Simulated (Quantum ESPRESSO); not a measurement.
# Energy and gap at +3 % biaxial strain: In2STe, 1 layer

Method. Quantum ESPRESSO 7.5 driven by ASE, PBE, GBRV ultrasoft, ESM (bc1); atomic heights clamped; cell area 15.024 Å² at zero strain.

| strain (%) | energy (meV a cell) | gap on the mesh (eV) |
| --- | --- | --- |
| −3 | 78.44 | 0.845 |
| −1.5 | 16.95 | 0.872 |
| 0 | 0.00 | 0.893 |
| +1.5 | 21.88 | 0.908 |

To predict: What are energy and gap at +3 %, and how stiff is the sheet?

**Fit.** About zero, E'' = (16.95 + 21.88 − 2 × 0.00)/1.5² = 17.26 meV per %² and E' = (21.88 − 16.95)/3 = 1.64 meV per %. With E = A K ε², where K = (C11 + C22)/2 + C12 (C11 + C12 for a hexagonal sheet), K = 17.26 × 10/(2 × 15.024) × 16.02 = 92 N/m. The parabola gives E(+3 %) = 0.00 + 3 × (1.64) + 4.5 × 17.26 = 82.6 meV. Continuing the last slope, the gap is 2 × 0.908 − 0.893 = 0.923 eV.

What the calculation gave: E = 78.0 meV and the gap 0.917 eV. The parabola misses by +4.5 meV, too high, since bonds soften under tension. The gap's line misses by +0.006 eV.

**Limits.** Clamped heights stiffen sheets with several planes. Semilocal gap, no spin-orbit coupling.
